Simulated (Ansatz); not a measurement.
# Preparing BaLa2S4 (I-42d) as a host crystal, part 4 of 4

Before any defect goes in: BaLa2S4 (I-42d) at rest, and how it screens a charge.

Ansatz 0.2.0; plane-wave PAW DFT, PBEsol; relaxation of the host's cell and atoms (the session's first sound run).

So far. Step 3 (Dielectric tensors of the host): The principal values of the electronic dielectric tensor are 7.54, 7.76 and 7.76. The principal values of the static dielectric tensor are 18.13, 20.97 and 20.97.

### 7. Defect free supercell relaxed from displaced atoms

This step: plane-wave PAW DFT, PBEsol; relaxation of the defect-free supercell from random displacements, a test of the host's stability (Ansatz 0.2.0).

File pristine.rattled/input.yaml:

```yaml
crystal:
  lattice:
    - [0.0, 8.8224161922, 8.7801377982]
    - [8.8224161922, 0.0, 8.7801377982]
    - [8.8224161922, 8.8224161922, 0.0]
  atoms:
    - { symbol: Ba, position: [0.125, 0.625, 0.375] }
    - { symbol: Ba, position: [0.375, 0.875, 0.625] }
    - { symbol: Ba, position: [0.625, 0.125, 0.875] }
    - { symbol: Ba, position: [0.875, 0.375, 0.125] }
    - { symbol: Ba, position: [0.0, 0.0, 0.5] }
    - { symbol: Ba, position: [0.25, 0.25, 0.75] }
    - { symbol: Ba, position: [0.5, 0.5, 0.0] }
    - { symbol: Ba, position: [0.75, 0.75, 0.25] }
    - { symbol: La, position: [0.1236813681, 1.0013186319, 0.1263186319] }
    - { symbol: La, position: [0.3736813681, 0.2513186319, 0.3763186319] }
    - { symbol: La, position: [0.6236813681, 0.5013186319, 0.6263186319] }
    - { symbol: La, position: [0.8736813681, 0.7513186319, 0.8763186319] }
    - { symbol: La, position: [-0.0013186319, 0.3763186319, 0.3736813681] }
    - { symbol: La, position: [0.2486813681, 0.6263186319, 0.6236813681] }
    - { symbol: La, position: [0.4986813681, 0.8763186319, 0.8736813681] }
    - { symbol: La, position: [0.7486813681, 0.1263186319, 0.1236813681] }
    - { symbol: La, position: [0.2513186319, 0.3736813681, -0.0013186319] }
    - { symbol: La, position: [0.5013186319, 0.6236813681, 0.2486813681] }
    - { symbol: La, position: [0.7513186319, 0.8736813681, 0.4986813681] }
    - { symbol: La, position: [1.0013186319, 0.1236813681, 0.7486813681] }
    - { symbol: La, position: [0.1263186319, 0.7486813681, 1.0013186319] }
    - { symbol: La, position: [0.3763186319, -0.0013186319, 0.2513186319] }
    - { symbol: La, position: [0.6263186319, 0.2486813681, 0.5013186319] }
    - { symbol: La, position: [0.8763186319, 0.4986813681, 0.7513186319] }
    - { symbol: S, position: [0.2361174839, 0.824150684, 0.3432155264] }
    - { symbol: S, position: [0.4861174839, 0.074150684, 0.5932155264] }
    - { symbol: S, position: [0.7361174839, 0.324150684, 0.8432155264] }
    - { symbol: S, position: [0.9861174839, 0.574150684, 0.0932155264] }
    - { symbol: S, position: [0.074150684, 0.4861174839, 0.8465163056] }
    - { symbol: S, position: [0.324150684, 0.7361174839, 0.0965163056] }
    - { symbol: S, position: [0.574150684, 0.9861174839, 0.3465163056] }
    - { symbol: S, position: [0.824150684, 0.2361174839, 0.5965163056] }
    - { symbol: S, position: [0.2182155264, 0.9715163056, 0.8611174839] }
    - { symbol: S, position: [0.4682155264, 0.2215163056, 0.1111174839] }
    - { symbol: S, position: [0.7182155264, 0.4715163056, 0.3611174839] }
    - { symbol: S, position: [0.9682155264, 0.7215163056, 0.6111174839] }
    - { symbol: S, position: [0.1111174839, 0.199150684, 0.2215163056] }
    - { symbol: S, position: [0.3611174839, 0.449150684, 0.4715163056] }
    - { symbol: S, position: [0.6111174839, 0.699150684, 0.7215163056] }
    - { symbol: S, position: [0.8611174839, 0.949150684, 0.9715163056] }
    - { symbol: S, position: [0.199150684, 0.1111174839, 0.4682155264] }
    - { symbol: S, position: [0.449150684, 0.3611174839, 0.7182155264] }
    - { symbol: S, position: [0.699150684, 0.6111174839, 0.9682155264] }
    - { symbol: S, position: [0.949150684, 0.8611174839, 0.2182155264] }
    - { symbol: S, position: [0.0932155264, 0.3465163056, 0.574150684] }
    - { symbol: S, position: [0.3432155264, 0.5965163056, 0.824150684] }
    - { symbol: S, position: [0.5932155264, 0.8465163056, 0.074150684] }
    - { symbol: S, position: [0.8432155264, 0.0965163056, 0.324150684] }
    - { symbol: S, position: [0.0965163056, 0.8432155264, 0.7361174839] }
    - { symbol: S, position: [0.3465163056, 0.0932155264, 0.9861174839] }
    - { symbol: S, position: [0.5965163056, 0.3432155264, 0.2361174839] }
    - { symbol: S, position: [0.8465163056, 0.5932155264, 0.4861174839] }
    - { symbol: S, position: [0.2215163056, 0.4682155264, 0.199150684] }
    - { symbol: S, position: [0.4715163056, 0.7182155264, 0.449150684] }
    - { symbol: S, position: [0.7215163056, 0.9682155264, 0.699150684] }
    - { symbol: S, position: [0.9715163056, 0.2182155264, 0.949150684] }
basis:
  ecutwfc: 420
  xc_grid: 2
hamiltonian:
  xc: pbesol
kpoints:
  mp_grid: { grid: [1, 1, 1], shift: [0.25, 0.25, 0.25] }
scf:
  occupations: { method: fermi_dirac, width: 0.01 }
  max_iter: 80
output:
  forces: true
relax:
  f_tol: 0.01
  max_steps: 120
  random_displacement: { amplitude: 0.08, seed: 8764 }
checkpoint:
  write: "../pristine.rattled.run"
  compress: false
  write_wavefunctions: false
  write_every: 100000
```

Started as:

```
$ ansatz run input.yaml --threads 4 --pin off --max-ram 7536MiB --backend cpu --events-out ev --progress --plain --runs-dir out
```

Numbers of over 12 decimals in the logs are rounded to 6 here.

The log of the run:

```text
[...]
Crystal: 56 atoms, lattice volume = 1366.805 Å³
Basis set: ecut = 420 eV, 26637 PW (Γ), exchange–correlation on 180×180×180 points (8 copies of the dense FFT grid, shifted against one another)
Bands: 280, of which v1, the nominal top of the filled ones, is band 224 counted from 1 (223 counted from 0)
Symmetry: 1 space group operations
k-points: 1
[...]
SCF iter   1: F=—  HF=-173921.480887 eV  |F-HF|=—  |Δ(HF+E_count)|=         —  Δρ=5.34e-3  dr2=5.63e-1  ethr=1.77e-3  ⟨swp⟩=11.0  Hψ=1257  notcnv=0  defer=26
[...]
SCF iter   7: F=-173921.382497 eV  HF=-173921.382497 eV  |F-HF|=1.86e-7  |Δ(HF+E_count)|=   2.25e-7  Δρ=3.08e-6  dr2=3.25e-7  ethr=5.58e-10  ⟨swp⟩=4.0  Hψ=956  notcnv=0
SCF 1 converged in 7 iterations: F = -173921.382497 eV  dr2 = 3.25e-7
[...]
relax step   1: F+E_penalty+E_count = -173921.38249713 eV  Δ(F+E_penalty+E_count) = +0.000e0 eV  max|allowed force component| = 9.344e-1 eV/Å  Δτ_max = 0.0000 Å  (7 SCF iters, dr2 threshold 2.50e-6 eV, accepted)
[...]
relax step   2: F+E_penalty+E_count = -173922.00628044 eV  Δ(F+E_penalty+E_count) = -6.238e-1 eV  max|allowed force component| = 7.869e-1 eV/Å  Δτ_max = 0.1949 Å  (5 SCF iters, dr2 threshold 5.46e-5 eV, accepted)
relax step   3: F+E_penalty+E_count = -173922.42651785 eV  Δ(F+E_penalty+E_count) = -4.202e-1 eV  max|allowed force component| = 3.457e-2 eV/Å  Δτ_max = 0.1063 Å  (5 SCF iters, dr2 threshold 3.87e-5 eV, accepted)
relax step   4: F+E_penalty+E_count = -173922.42652090 eV  Δ(F+E_penalty+E_count) = -3.048e-6 eV  max|allowed force component| = 3.465e-2 eV/Å  Δτ_max = 0.0000 Å  (4 SCF iters, accepted)
relax step   5: F+E_penalty+E_count = -173922.42175446 eV  Δ(F+E_penalty+E_count) = +4.766e-3 eV  max|allowed force component| = 5.500e-2 eV/Å  Δτ_max = 0.0112 Å  (5 SCF iters, rejected (line search))
SCF iter   1: F=—  HF=-173922.430175 eV  |F-HF|=—  |Δ(HF+E_count)|=         —  Δρ=4.04e-4  dr2=4.53e-3  ethr=9.39e-6  ⟨swp⟩=4.0  Hψ=631  notcnv=0  defer=47
[...]
SCF iter   5: F=-173922.427921 eV  HF=-173922.427921 eV  |F-HF|=2.04e-8  |Δ(HF+E_count)|=   4.87e-7  Δρ=2.43e-6  dr2=6.68e-8  ethr=2.23e-11  ⟨swp⟩=4.0  Hψ=1120  notcnv=0
SCF 6 converged in 5 iterations: F = -173922.427921 eV  dr2 = 6.68e-8
relax step   6: F+E_penalty+E_count = -173922.42792082 eV  Δ(F+E_penalty+E_count) = -1.400e-3 eV  max|allowed force component| = 9.307e-3 eV/Å  Δτ_max = 0.0056 Å  (5 SCF iters, accepted)
SCF converged after 5 iterations
Free energy (F): -173922.427921 eV
[...]
Internal energy: -173922.427921 eV  (E = F + TS)
E sigma→0 (E₀):  -173922.427921 eV
Fermi energy:    9.964294 eV
[...]
--- Forces (eV/Å), atoms counted from 1 ---
  atom   1  Ba     0.00028205     0.00371713    -0.00023291
  atom   2  Ba    -0.00153235     0.00030554    -0.00152954
  atom   3  Ba    -0.00225156    -0.00007977    -0.00256949
  atom   4  Ba     0.00298723     0.00614442     0.00161260
  atom   5  Ba    -0.00604448    -0.00549904    -0.00044074
  atom   6  Ba    -0.00197436     0.00544054    -0.00428261
  atom   7  Ba    -0.00698144     0.00461759     0.00296873
  atom   8  Ba    -0.00033963    -0.00930774    -0.00206199
  atom   9  La    -0.00094241     0.00098461     0.00164008
  atom  10  La     0.00060509    -0.00062386     0.00483490
  atom  11  La     0.00468786     0.00132371     0.00205494
  atom  12  La     0.00593051     0.00316756     0.00349593
  atom  13  La    -0.00685843     0.00311639    -0.00036476
  atom  14  La     0.00259908    -0.00066395    -0.00008662
  atom  15  La     0.00332670    -0.00293739     0.00222489
  atom  16  La     0.00502095    -0.00234403     0.00063180
  atom  17  La    -0.00221511     0.00074754    -0.00141677
  atom  18  La     0.00637830    -0.00457767     0.00055916
  atom  19  La    -0.00002606     0.00110765     0.00657892
  atom  20  La     0.00797112     0.00357893     0.00636642
  atom  21  La     0.00076985    -0.00370779    -0.00261484
  atom  22  La    -0.00203938     0.00023621     0.00039065
  atom  23  La    -0.00124855     0.00058590     0.00048541
  atom  24  La    -0.00167059    -0.00416169    -0.00395895
  atom  25  S     -0.00499488    -0.00194845     0.00227397
  atom  26  S     -0.00399699     0.00189489    -0.00050357
  atom  27  S     -0.00136237    -0.00044518     0.00353481
  atom  28  S     -0.00127780     0.00004120     0.00461999
  atom  29  S     -0.00109312     0.00068156     0.00170694
  atom  30  S     -0.00098164     0.00591346    -0.00273076
  atom  31  S     -0.00302137     0.00326300    -0.00502432
  atom  32  S     -0.00064030     0.00205002    -0.00523255
  atom  33  S      0.00176945    -0.00196342     0.00070346
  atom  34  S     -0.00056081     0.00476908    -0.00163871
  atom  35  S     -0.00224674     0.00300796     0.00064946
  atom  36  S      0.00154300     0.00532862    -0.00105298
  atom  37  S      0.00632090    -0.00173493     0.00084951
  atom  38  S     -0.00222000     0.00067323    -0.00301494
  atom  39  S      0.00224285    -0.00550955    -0.00134709
  atom  40  S     -0.00316475    -0.00427885    -0.00445484
[...]
atom  45  S      0.00017790     0.00079942     0.00384883
  atom  46  S     -0.00230507     0.00038279    -0.00540992
  atom  47  S     -0.00108562     0.00311126     0.00220911
  atom  48  S      0.00076959     0.00094153    -0.00218622
  atom  49  S      0.00132737     0.00016273    -0.00424260
  atom  50  S     -0.00320903    -0.00178516    -0.00458727
  atom  51  S      0.00059355    -0.00120985    -0.00219771
  atom  52  S     -0.00458211     0.00027195    -0.00295530
  atom  53  S      0.00686018    -0.00068165     0.00089904
  atom  54  S      0.00081422    -0.00207372     0.00035280
  atom  55  S      0.00207281    -0.00069924     0.00411594
  atom  56  S      0.00148084    -0.00549667     0.00075628
  max |Σ_I F_I| component: 4.26e-5 eV/Å
--- Relaxed structure (6 steps of the walk, 5 accepted, 0 SCFs on fresh bases) ---
  F+E_penalty+E_count = -173922.42792082 eV   max|allowed force component| = 9.307e-3 eV/Å
  atoms:
    - { symbol: Ba, position: [0.125121, 0.625841, 0.374795] }
    - { symbol: Ba, position: [0.375181, 0.875899, 0.624783] }
    - { symbol: Ba, position: [0.625171, 0.125850, 0.874856] }
    - { symbol: Ba, position: [0.875085, 0.375801, 0.124762] }
    - { symbol: Ba, position: [-0.000101, 0.001056, 0.499923] }
    - { symbol: Ba, position: [0.249898, 0.251140, 0.749753] }
    - { symbol: Ba, position: [0.499799, 0.501095, -8.69725963486001e-5] }
    - { symbol: Ba, position: [0.750038, 0.751012, 0.249901] }
    - { symbol: La, position: [0.123875, 1.002179, 0.126402] }
    - { symbol: La, position: [0.373829, 0.252127, 0.376324] }
    - { symbol: La, position: [0.623871, 0.502133, 0.626368] }
    - { symbol: La, position: [0.873886, 0.752092, 0.876277] }
    - { symbol: La, position: [-0.001396, 0.377188, 0.373735] }
    - { symbol: La, position: [0.248818, 0.627077, 0.623697] }
    - { symbol: La, position: [0.498714, 0.877023, 0.873846] }
    - { symbol: La, position: [0.748858, 0.126992, 0.123738] }
    - { symbol: La, position: [0.251106, 0.374691, -0.001237] }
    - { symbol: La, position: [0.501276, 0.624541, 0.248770] }
    - { symbol: La, position: [0.751056, 0.874615, 0.498862] }
    - { symbol: La, position: [1.001195, 0.124473, 0.748714] }
    - { symbol: La, position: [0.126352, 0.749749, 1.001342] }
    - { symbol: La, position: [0.376266, -0.000197, 0.251289] }
    - { symbol: La, position: [0.626248, 0.249787, 0.501330] }
    - { symbol: La, position: [0.876341, 0.499726, 0.751354] }
    - { symbol: S, position: [0.236625, 0.824371, 0.343281] }
    - { symbol: S, position: [0.486573, 0.074519, 0.593109] }
    - { symbol: S, position: [0.736640, 0.324361, 0.843220] }
    - { symbol: S, position: [0.986576, 0.574371, 0.093151] }
    - { symbol: S, position: [0.073205, 0.487161, 0.846738] }
    - { symbol: S, position: [0.323193, 0.737199, 0.096789] }
    - { symbol: S, position: [0.573246, 0.987276, 0.346677] }
    - { symbol: S, position: [0.823265, 0.237215, 0.596707] }
    - { symbol: S, position: [0.218468, 0.972457, 0.861134] }
    - { symbol: S, position: [0.468294, 0.222648, 0.111067] }
    - { symbol: S, position: [0.718349, 0.472570, 0.361119] }
    - { symbol: S, position: [0.968329, 0.722585, 0.611053] }
    - { symbol: S, position: [0.111213, 0.199110, 0.221722] }
    - { symbol: S, position: [0.361180, 0.449273, 0.471762] }
    - { symbol: S, position: [0.611270, 0.699101, 0.721869] }
    - { symbol: S, position: [0.861310, 0.949155, 0.971849] }
    - { symbol: S, position: [0.198495, 0.112540, 0.468004] }
    - { symbol: S, position: [0.448550, 0.362522, 0.718135] }
    - { symbol: S, position: [0.698479, 0.612532, 0.968127] }
    - { symbol: S, position: [0.948532, 0.862470, 0.218241] }
    - { symbol: S, position: [0.093447, 0.347246, 0.573492] }
    - { symbol: S, position: [0.343570, 0.597436, 0.823416] }
    - { symbol: S, position: [0.593505, 0.847311, 0.073522] }
    - { symbol: S, position: [0.843534, 0.097321, 0.323494] }
    - { symbol: S, position: [0.096672, 0.844310, 0.736116] }
    - { symbol: S, position: [0.346665, 0.094395, 0.986099] }
    - { symbol: S, position: [0.596621, 0.344279, 0.236171] }
    - { symbol: S, position: [0.846579, 0.594376, 0.486220] }
    - { symbol: S, position: [0.221421, 0.469361, 0.198432] }
    - { symbol: S, position: [0.471532, 0.719376, 0.448515] }
    - { symbol: S, position: [0.721379, 0.969349, 0.698559] }
    - { symbol: S, position: [0.971592, 0.219238, 0.948509] }
```

It took 87 s on 4 threads of Intel Xeon Platinum 8175M at 2.50GHz (Skylake/Cascade Lake), shared host; peak memory 2.5 GiB.

Step by step:

| step | energy less that of the first step (eV) | largest force component (eV/Å) |
| --- | --- | --- |
| 1 | 0.0000 | 0.9344 |
| 2 | -0.6238 | 0.7869 |
| 3 | -1.0440 | 0.0346 |
| 4 | -1.0440 | 0.0347 |
| 5 | -1.0393 | 0.0550 |
| 6 | -1.0454 | 0.0093 |

Relaxation step 5 was tried and not accepted.

The relaxation ends 19 meV an atom lower than the displaced start, with a largest force component of 0.0093 eV/Å.

### 8. Results

- primitive cell vectors, lengths: 7.628, 7.628, 7.628 Å
- electronic dielectric constant: principal values (7.54, 7.76, 7.76)
- static dielectric constant: principal values (18.13, 20.97, 20.97)
- gap on the k-mesh of the response run (PBEsol): 1.93 eV
- supercell relaxed in its symmetry less the displaced and relaxed one: 0.000 eV
- energy an atom at one point at (¼, ¼, ¼) less that on the dense mesh: 0.005 eV

Step 6: First to last step the energy falls by 0.003 eV; the largest move, 0.010 Å, is that of S29 and 7 other atoms alike. Step 7: The energy fell by 1.045 eV from the randomly displaced start; against the sites as typed, S37 ends farthest off, by 0.01 Å, once the mean shift is taken out. The displaced cell ends within 0.01 eV of the symmetric one relaxed in its symmetry, so no lower structure shows in this supercell. The k-mesh can miss the band edges, so this gap is an upper bound at this level. All at zero temperature.

[Logs are printed without paths, hosts, clocks, repeated set-up lines and the standing remarks that a program may print on its own settings, such as how far it seeks lower states.]

[Hosts, paths, dates, database ids (printed as entryN), source tags and the programs' standing remarks are cut or masked in the printed files.]

[Runs of the host that timed out are not shown.]

[For some hosts the program warned that the k-mesh of the response run may be too coarse for force constants and the static dielectric constant; such warnings are not always shown.]
